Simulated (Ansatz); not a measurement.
BN (P6_3/mmc): refractive index against wavelength

The refractive index of BN (P6_3/mmc) along x below the direct gap (4.66 eV on the mesh) is read from one computed spectrum, n = √(Re ε). x, y and z are the Cartesian axes of the input cell.

Cell: a, b, c = 2.498, 2.498, 6.636 Å (primitive vectors), 4 atoms.

Method: Ansatz 0.2.0, PBE, independent particles, k-mesh 12×12×4 with interpolation inside its cells, Gaussian parameter 0.1 eV.

Launch of the response step: `ansatz run input.yaml --threads 4 --pin off --max-ram 8192MiB --backend cpu --events-out ev --progress --plain --runs-dir out`. The run took 24 s, on 4 threads of Intel(R) Xeon(R) Processor @ 2.50GHz (Skylake/Cascade Lake), on a shared host.

```tsv
wavelength (nm)	photon energy E (eV)	n
1064	1.165	2.2238
850	1.459	2.2385
700	1.771	2.2587
633	1.959	2.2734
532	2.331	2.3095
450	2.755	2.3649
405	3.061	?
```

In the single-oscillator model n² − 1 = E₀E_d/(E₀² − E²), so 1/(n² − 1) = E₀/E_d − E²/(E₀E_d) is linear in E².

Working, on the rows shown:

| x = E² (eV²) | y = 1/(n² − 1) |
| --- | --- |
| 1.35784 | 0.253467 |
| 2.12762 | 0.249322 |
| 3.13716 | 0.2438 |
| 3.83641 | 0.239903 |
| 5.43137 | 0.230745 |
| 7.59115 | 0.217734 |

Means: x̄ = 3.9136, ȳ = 0.23916. Σ(x − x̄)(y − ȳ) = -0.1499, Σ(x − x̄)² = 26.16. Slope = -0.1499 / 26.16 = -0.005732; intercept = ȳ − slope · x̄ = 0.26159. Turned back into n, the line misses the rows shown by at most 0.0015.

**Question.** Fill in the last column of the withheld row.

**Answer.** At x = 9.3718 the line gives y = 0.20788, that is 2.4105. The run gave 2.4178, so the extrapolation is off by 0.0073, 4 % of the range in the table.

Refitted with all rows, the slope is -0.005869 and the intercept 0.26202. These give E₀ = √(intercept/−slope) = 6.68 eV and E_d = E₀/intercept = 25.5 eV; E₀ is 1.4 times the direct gap. The electronic limit at long wavelengths, without lattice vibrations, is n = √(1 + 1/intercept) = 2.195. The cell comes from an older database entry, whose edges can be off by a per cent or so. Excitons are left out and so are local fields; PBE gaps are as a rule too small.

[Logs are printed without paths, hosts, clocks, repeated set-up lines and the standing remarks that a program may print on its own settings, such as how far it seeks lower states.]
